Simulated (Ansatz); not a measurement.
## Optical response of PbSe (Clausthalite)

Wanted: where PbSe (Clausthalite) starts to absorb, how strongly, and its refractive index.

Main program and level: Ansatz 0.2.0; DFT, PBE, plane-wave PAW, default files, scalar-relativistic, independent-particle optical response without local fields.

**What experiment says.**

For PbSe, cubic rock salt (undoped, melt-grown polycrystalline PbSe, 300 K), “Multiple valence bands convergence and strong phonon scattering lead to high thermoelectric performance in p-type PbSe” (2022, pmc:9296461) gives, by infrared diffuse reflectance: band gap (optical gap from Kubelka-Munk analysis) about 0.24 eV [optical gap from Kubelka-Munk diffuse reflectance of a polycrystalline sample …].

### 1. Set-up

The structure is cubic, space group Fm-3m (No. 225). Conventional cell: a = 6.121 Å, b = 6.121 Å, c = 6.121 Å, α = 90.00°, β = 90.00°, γ = 90.00°. Pb has 6 Se at 3.06 Å nearest. Se has 6 Pb at 3.06 Å nearest. Farther neighbours and most contacts between anions are not listed.

### 2. Ground state and bands

The self-consistent density comes first; it also tells whether there is a gap, which decides the occupations and the need for a Drude term.

This step: DFT, PBE, plane-wave PAW, default files, scalar-relativistic, ground state (Ansatz 0.2.0).

Contents of input.yaml:

```yaml
crystal:
  lattice:
    - [0.0, 3.06065, 3.06065]
    - [3.06065, 0.0, 3.06065]
    - [3.06065, 3.06065, 0.0]
  atoms:
    - { symbol: Pb, position: [0.0, 0.0, 0.0] }
    - { symbol: Se, position: [0.5, 0.5, 0.5] }
kpoints:
  mp_grid: { grid: [6, 6, 6] }
  band_path:
    path:
      - [[0.0, 0.0, 0.0], [0.5, 0.0, 0.5], [0.5, 0.25, 0.75], [0.375, 0.375, 0.75], [0.0, 0.0, 0.0], [0.5, 0.5, 0.5], [0.625, 0.25, 0.625], [0.5, 0.25, 0.75], [0.5, 0.5, 0.5], [0.375, 0.375, 0.75]]
      - [[0.625, 0.25, 0.625], [0.5, 0.0, 0.5]]
    npoints: 6
scf:
  occupations: { method: fermi_dirac, width: 0.05 }
  n_extra_bands: 6
hamiltonian:
  xc: pbe
  pseudopotentials: { kind: paw }
output:
  forces: true
  stress: true
  populations: true
  write_bands: true
  write_density: true
  write_potential: true
  elf: true
  volumetric_format: npy
```

Command:

```bash
$ ansatz run input.yaml --threads 4 --pin off --max-ram 8192MiB --backend cpu --events-out ev --progress --plain --runs-dir out
```

Numbers of over 12 decimals in the logs are rounded to 6 here.

Log:

```text
scf.n_extra_bands = 6 over 15 filled bands (N_el = 30.0): the run solves 21 bands
Engine: ansatz 0.2.0, x86_64-unknown-linux-gnu
Pseudopotentials: kind: paw
Pseudopotential: Pb, paw, valence charge 14, recommended cutoff 420 eV (normal), Pb.paw.azcp
Pseudopotential: Se, paw, valence charge 16, recommended cutoff 420 eV (normal), Se.paw.azcp
Functional definition: PBE
  parameter kappa = 0.804
  parameter beta = 0.066725
  exchange = pbe_x(kappa = kappa, mu = beta*pi^2/3)
  correlation = pbe_c(beta = beta)
Crystal: 2 atoms, lattice volume = 57.342 Å³
Basis set: ecut = 420 eV, 1139 PW (Γ), exchange–correlation on 60×60×60 points (8 copies of the dense FFT grid, shifted against one another)
Bands: 21, of which v1, the nominal top of the filled ones, is band 15 counted from 1 (14 counted from 0)
Symmetry: 48 space group operations
Space group: Fm-3m (ITA 225), of the structure as read, at distance tolerance 3.9e-5 Å
k-points: 16 of 216
Non-local potential: Pb, projectors of the file, l = 0: 2, l = 1: 2, l = 2: 2, l = 3: 2
Non-local potential: Se, projectors of the file, l = 0: 2, l = 1: 2, l = 2: 3, l = 3: 1
PAW form: soft (Blöchl's): semilocal exchange-correlation on the pseudo side does not see the compensation charge
PAW one-centre angular grid: Pb, 590 points (default); XC on 64 Gauss nodes
PAW one-centre angular grid: Se, 590 points (default); XC on 64 Gauss nodes
Initial density: superposition of atomic densities (neutral atoms: chi_scale 0, normalization atom), corrected by the library's trained network
Initial wavefunctions: pseudopotential atomic-orbital guess
Functional: x = pbe(κ = 0.804, μ = 0.219515), c = pbe(β = 0.066725)
SCF iter   1: F=—  HF=-17376.607152 eV  |F-HF|=—  |Δ(HF+E_count)|=         —  Δρ=5.32e-4  dr2=1.64e-4  ethr=1.77e-3  ⟨swp⟩=6.3  Hψ=1666  notcnv=0  defer=1
preconditioner: auto → none  [insulator: Δε(μ)=0.288 eV  Ē_g=17.144 eV  σ=0.050 eV  W_gap=0.89  n_scr=14 (ndim 8)  ℏωp=21.9 eV  f_vac=0.019  D(μ)=0.07/eV (n_scr^D=0)  ε∞_Penn≈2.6]
SCF iter   2: F=—  HF=-17376.606185 eV  |F-HF|=—  |Δ(HF+E_count)|=   9.66e-4  Δρ=3.84e-4  dr2=5.77e-5  ethr=5.46e-7  ⟨swp⟩=2.4  Hψ=718  notcnv=0  defer=4
SCF iter   3: F=—  HF=-17376.606178 eV  |F-HF|=—  |Δ(HF+E_count)|=   6.87e-6  Δρ=2.04e-4  dr2=1.18e-5  ethr=1.92e-7  ⟨swp⟩=2.1  Hψ=439  notcnv=0  defer=4
SCF iter   4: F=—  HF=-17376.606198 eV  |F-HF|=—  |Δ(HF+E_count)|=   2.00e-5  Δρ=5.19e-5  dr2=1.95e-6  ethr=3.92e-8  ⟨swp⟩=2.0  Hψ=550  notcnv=0  defer=4
SCF iter   5: F=—  HF=-17376.606198 eV  |F-HF|=—  |Δ(HF+E_count)|=   2.77e-7  Δρ=3.45e-5  dr2=8.95e-7  ethr=6.50e-9  ⟨swp⟩=2.1  Hψ=385  notcnv=0  defer=4
SCF iter   6: F=—  HF=-17376.606197 eV  |F-HF|=—  |Δ(HF+E_count)|=   3.85e-7  Δρ=1.58e-5  dr2=1.84e-7  ethr=2.98e-9  ⟨swp⟩=2.0  Hψ=409  notcnv=0  defer=4
SCF iter   7: F=-17376.606197 eV  HF=-17376.606197 eV  |F-HF|=4.74e-8  |Δ(HF+E_count)|=   8.99e-8  Δρ=7.36e-6  dr2=3.91e-8  ethr=3.33e-10  ⟨swp⟩=11.1  Hψ=2095  notcnv=0
SCF 1 converged in 7 iterations: F = -17376.606197 eV  dr2 = 3.91e-8
  greatest PAW one-centre occupation: 1.000 electrons in one spin orbital (limit 2), on the Se atom at site 1 (counted from 0), in its partial waves of l = 2
NSCF: frozen V_eff on 62 k-points
SCF converged after 7 iterations
Free energy (F): -17376.606197 eV
Harris-Foulkes:  -17376.606197 eV  (|F-HF|=4.74e-8)
Internal energy: -17376.605427 eV  (E = F + TS)
E sigma→0 (E₀):  -17376.605812 eV
Entropy (-TS):   -0.000771 eV (-0.385 meV/atom)
Fermi energy:    9.175156 eV
--- Per-component energies (eV) ---
  E_band       = -425.203449
  E_kinetic    = 406.243156
  E_local      = -3527.422124  (includes V_loc(G=0)·N_el)
  E_nonlocal   = -245.928278
  E_hartree    = 1642.731471
  E_xc         = -325.827515
  E_vxc        = -231.542543  (∫ρ·V_xc dr)
  E_paw        = -12314.694377  (= ΣΔE_a)
  E_vpaw       = -112.005079  (= ΣTr[D̂ρ^β])
  E_aug_tail   = -0.000502  (compensation charges beyond the density's cutoff)
  E_ewald      = -3011.707258
  E_smearing   = -0.000771  (= −TS)
  E_closure    = 0.000000  (closes the sum)
  Σ components = -17376.606197   (vs F -17376.606197, Δ=0.00e0)
--- Forces (eV/Å), atoms counted from 1 ---
  atom   1  Pb    -0.00000000     0.00000000    -0.00000000
  atom   2  Se     0.00000000    -0.00000000     0.00000000
  max |Σ_I F_I| component: 2.28e-30 eV/Å
--- Stress (GPa, compression-positive) ---
        2.367378      -0.000000      -0.000000
        0.000000       2.367378      -0.000000
        0.000000       0.000000       2.367378
  P = ⅓ Tr σ = 2.3674 GPa (23.674 kbar)
--- Band table (eV; the first three rows and the last of 16) ---
  k-point 0: bands = [... 11 lower, 2.7316, 7.1445, 7.1445, 7.1445, 13.7410, 13.7410, 13.7410, 15.5499, ... 2 higher]
  k-point 1: bands = [... 11 lower, 2.0733, 7.2173, 7.2173, 7.5978, 12.1609, 12.6900, 12.6900, 15.3517, ... 2 higher]
  k-point 2: bands = [... 11 lower, 0.8659, 7.4138, 7.4138, 8.3560, 10.3722, 11.3102, 11.3102, 16.1180, ... 2 higher]
  k-point 15: bands = [... 11 lower, 1.1593, 4.3983, 5.2494, 7.3916, 11.9834, 13.4044, 14.5154, 15.5841, ... 2 higher]
--- Löwdin populations: 2 sites ---
  site symbol       q [e]
     0     Pb     13.5623
     1     Se     16.3833
  spilling = 0.001816 (of n_electrons = 30.000000)
```

Wall time 6.2 s (4 threads of Intel Xeon Platinum 8259CL at 2.50GHz (Skylake/Cascade Lake), shared host); peak memory 0.57 GiB.

The column dr2 measures how far the density is from self-consistency, as an energy; F and HF (Harris–Foulkes) agree once it is small.

Read-outs, printed or worked out from the files:

| Quantity | Value |
| --- | --- |
| free energy | -17376.6062 eV |
| Fermi energy | 9.175 eV |
| gap by band count | 0.2878 eV |
| electrons | 30 |
| symmetry operations | 48 |
| pressure | 2.367 GPa |
| volume | 57.34 Å³ |
| gap on the path | 0.2878 eV |
| least direct gap on the path | 0.2878 eV |

There is a gap, 0.29 eV on the path, so no carriers' term is needed. The cell is left with a pressure of 2.4 GPa, as it stands unrelaxed at this level.

The electronic bands at the labelled points (eV, zero at the Fermi level; v1 is the highest filled band, c1 the lowest empty one):

```tsv
point	v4	v3	v2	v1	c1	c2	c3	c4
Γ	-6.44	-2.03	-2.03	-2.03	4.57	4.57	4.57	6.38
halfway	-7.51	-2.75	-2.75	-1.78	2.25	4.40	4.61	4.61
X	-7.52	-5.13	-3.38	-3.38	3.55	5.46	5.46	5.90
halfway	-7.87	-4.93	-3.71	-2.39	3.68	3.97	5.57	5.99
W	-8.15	-4.38	-4.38	-0.94	1.74	4.80	4.80	7.58
halfway	-8.16	-4.64	-3.77	-1.55	2.37	4.31	5.16	6.43
K	-8.18	-4.73	-2.88	-2.54	3.24	3.87	5.29	5.68
halfway	-7.94	-3.04	-1.53	-0.58	1.11	2.03	4.05	7.01
Γ	-6.44	-2.03	-2.03	-2.03	4.57	4.57	4.57	6.38
halfway	-7.71	-1.87	-1.87	-1.20	2.02	2.77	2.77	6.38
L	-8.94	-1.62	-1.62	-0.14	0.14	1.55	1.55	8.40
halfway	-8.69	-3.33	-2.18	-1.51	1.67	2.46	3.75	7.31
U	-8.18	-4.73	-2.88	-2.54	3.24	3.87	5.29	5.68
halfway	-8.16	-4.64	-3.77	-1.55	2.37	4.31	5.16	6.43
W	-8.15	-4.38	-4.38	-0.94	1.74	4.80	4.80	7.58
halfway	-8.61	-3.40	-3.02	-0.97	1.25	3.28	3.96	7.47
L	-8.94	-1.62	-1.62	-0.14	0.14	1.55	1.55	8.40
halfway	-8.69	-3.33	-2.18	-1.51	1.67	2.46	3.75	7.31
K	-8.18	-4.73	-2.88	-2.54	3.24	3.87	5.29	5.68
jump to U	-8.18	-4.73	-2.88	-2.54	3.24	3.87	5.29	5.68
halfway	-7.74	-5.03	-3.25	-3.14	3.70	4.95	5.18	5.73
X	-7.52	-5.13	-3.38	-3.38	3.55	5.46	5.46	5.90
```

The electronic bands as a text plot (rows in eV, shown from -8.1 to 6.1 only):

```
    5.8 | +      +++    ++                     ++            + ++
    5.3 |  ++ +++++ ++ +++                    ++++           ++++
    4.7 |+++++     + ++   +     +++          +   ++++       +  +
    4.1 |     ++    +  +++ +++++++ +           ++   ++       ++
    3.5 | +     ++++     +      ++  ++      + ++     +     + ++++
    2.9 |           +   + +    +    +++    + ++ +     +   + +
    2.3 |    +       + +  ++++++      ++  ++++   +    ++ ++++
    1.7 |  ++         +                 +++ +     +++  +++ +
    1.1 |                  ++++        +   +         ++   +
    0.5 |                               + +            + +
   -0.1 |                                +              +
   -0.7 |  **              ****        ** *       ****** *
   -1.3 |            ***     ***    ***    **    *        **
   -1.9 |**  *      *     ***  ***************  *      ******
   -2.5 |  ***          ***    *           * ***      *   * ***
   -3.1 |     *** **    **   **             *  *     *     * ****
   -3.7 |        ****  *   **                *  *   **      *
   -4.3 |            **   *                   *  ***
   -4.9 |       ****** ***                     **            ****
   -5.5 |
   -6.1 |
   -6.7 |**                     ****
   -7.3 |  ***   *             *    **                          *
   -7.8 |     *** ****       **       *                       **
         Γ       X    W  K        Γ      L     U  W     L   K|U X
```

ELF in the ac plane of the conventional cell at fractional y = 0.000, with atoms of Pb and Se within 0.2 Å of it. It is the smooth field of the valence electrons, not physical close to the nuclei.

Ten even steps from '0' (0.01) to '9' (0.78), each cell a mean:
```
02534897459953430
34433799899842453
44322589998631244
32210245665310123
65420122332101345
99841234444213689
99973344345425899
47983342014436995
27983341003436984
69973353124425997
99962245444324899
88631123333212578
43210123333100234
33211367887421233
44422699999842345
13433899779952442
01434896249963430
```

Valence density in the ac plane of the conventional cell at fractional y = 0.000, with atoms of Pb and Se within 0.2 Å of it. It is the smooth field of the valence electrons, not physical close to the nuclei.

Ten steps, logarithmic in the rise over the least value, from '0' (0 e/Å³) to '9' (33 e/Å³), each cell a mean:
```
65310126984100246
53200113542100134
21100011221000012
10000000110000000
10000000100000000
21100011221000011
43100023443100124
86210135664201248
97310136764211259
74210125653100136
32100012332100112
11000001110000011
00000000000000000
11000001110000001
32100012321100123
54210124763100135
75310137984211256
```

### 3. Spectrum

The spectrum is a sum over vertical transitions between filled and empty bands at the fixed density, so many empty bands are needed.

This step: DFT, PBE, plane-wave PAW, default files, scalar-relativistic, independent-particle optical response without local fields (Ansatz 0.2.0).

input.yaml, the sections that differ from step 2:

```yaml
kpoints:
  mp_grid: { grid: [6, 6, 6] }
scf:
  occupations: { method: gaussian, width: 0.02 }
output:
  optics:
    e_range: [0, 20]
    de: 0.05
    sigma: 0.1
    nscf_kmesh: { grid: [8, 8, 8] }
    bands: { spectra_wanted_up_to: 20 }
# crystal, hamiltonian: as in step 2
```

Log:

```text
[...]
Crystal: 2 atoms, lattice volume = 57.342 Å³
Basis set: ecut = 420 eV, 1139 PW (Γ)
Bands: 19, of which v1, the nominal top of the filled ones, is band 15 counted from 1 (14 counted from 0)
Symmetry: 48 space group operations
[...]
k-points: 16 of 216
[...]
SCF iter   1: F=—  HF=-17376.606730 eV  |F-HF|=—  |Δ(HF+E_count)|=         —  Δρ=5.33e-4  dr2=1.50e-4  ethr=1.77e-3  ⟨swp⟩=6.2  Hψ=1462  notcnv=0
[...]
SCF iter  10: F=-17376.605996 eV  HF=-17376.605996 eV  |F-HF|=1.46e-11  |Δ(HF+E_count)|=  7.28e-11  Δρ=6.63e-9  dr2=3.43e-14  ethr=1.00e-12  ⟨swp⟩=1.3  Hψ=1016  notcnv=0
SCF 1 converged in 10 iterations: F = -17376.605996 eV  dr2 = 3.43e-14
[...]
NSCF: frozen V_eff on 29 k-points
output.optics: what the bands over the 45 summed would add to eps1, eps2 and the energy-loss function is held between a lower and an upper bound (6 Lanczos steps). eps1, eps2 and their loss function (loss_summed_bands) are given on every row as the summed bands alone make them. Along an axis, on a row where the two bounds hold the loss function to about 1 % of the greater of itself and 0.5 % of |1/eps|, its cell (loss_completed) is given, with the completed eps1 and eps2 that it is formed of (a cell that is left empty reads nan in the table and null in the record). The two bounds hold it so along every axis on all 401 rows up to 20.000 eV. [rest of the remark cut]
SCF converged after 10 iterations
Free energy (F): -17376.605996 eV
[...]
Internal energy: -17376.605996 eV  (E = F + TS)
E sigma→0 (E₀):  -17376.605996 eV
Fermi energy:    9.175880 eV
[...]
--- Band table (eV; the first three rows and the last of 16) ---
  k-point 0: bands = [... 11 lower, 2.7323, 7.1455, 7.1455, 7.1455, 13.7415, 13.7415, 13.7415, 15.5503]
  k-point 1: bands = [... 11 lower, 2.0739, 7.2183, 7.2183, 7.5988, 12.1615, 12.6904, 12.6904, 15.3522]
  k-point 2: bands = [... 11 lower, 0.8664, 7.4148, 7.4148, 8.3569, 10.3728, 11.3106, 11.3106, 16.1187]
  k-point 15: bands = [... 11 lower, 1.1596, 4.3990, 5.2502, 7.3925, 11.9840, 13.4052, 14.5164, 15.5846]
```

It took 13 s on 4 threads; peak memory 0.92 GiB; 49 s of CPU time.

Numbers from this step:

| Property | Result |
| --- | --- |
| electronic dielectric constant ε∞, mean over x, y and z (by symmetry where fewer were run) | 22.89 |
| absorption onset, first axis (α over 10⁴ cm⁻¹, or the direct gap if that lies higher) | 0.5395 eV |
| main peak of Im epsilon, first axis | 2.546 eV |
| centre of weight of the strongest loss peak in the window | 14.91 eV |
| photocurrent from vertical transitions in a film 500 nm thick on a perfect mirror (two passes), AM1.5G, no front reflection, all carriers collected | 64.38 mA/cm² |
| least direct gap on the mesh | 0.2874 eV |
| bands summed | 45 |
| spectra valid up to | 29.50 eV |
| program's estimate of the k-sum error in Im epsilon | 0.1 % |
| electrons in the f-sum | 19.56 |

Im ε, any direction against photon energy; read off at these points:

photon energy (eV), Im ε, any direction and a bar:
```
      0.0        0.0 
      0.5        1.7 #
      1.0        4.4 ##
      1.5       10.8 ######
      2.0       24.8 ##############
      2.5       52.3 ##############################
      3.0       24.0 ##############
      3.5       14.7 ########
      4.0        8.1 #####
      4.5        5.0 ###
      5.0        3.4 ##
      5.5        2.8 ##
      6.0        2.5 #
      6.5        2.7 ##
      7.0        4.2 ##
      7.5        2.9 ##
      8.0        4.8 ###
      8.5        2.9 ##
      9.0        2.1 #
      9.5        2.2 #
     10.0        2.1 #
     10.5        1.8 #
     11.0        1.6 #
     11.5        1.3 #
     12.0        1.1 #
     12.5        0.9 #
     13.0        0.8 
     13.5        0.6 
     14.0        0.4 
     14.5        0.4 
     15.0        0.3 
     15.5        0.3 
     16.0        0.3 
     16.5        0.3 
     17.0        0.3 
     17.5        0.3 
     18.0        0.5 
     18.5        0.6 
     19.0        0.6 
     19.5        0.5 
     20.0        0.5
```

The Re ε, any direction by photon energy:

```tsv
photon energy (eV)	Re ε, any direction
0	22.9
1	26.6
2	34.3
3	-15.1
4	-9.13
5	-4.26
6	-1.49
7	-0.819
8	-0.955
9	-0.903
10	-1.11
11	-0.819
12	-0.658
13	-0.531
14	-0.239
15	0.0731
16	0.323
17	0.484
18	0.763
19	0.496
20	0.537
```

[end of part 1 of 2]

[Logs are printed without paths, hosts, clocks, repeated set-up lines and the standing remarks that a program may print on its own settings, such as how far it seeks lower states.]

[Hosts, paths, dates, database ids (printed as entryN), source tags and the programs' standing remarks are cut or masked in the printed files.]
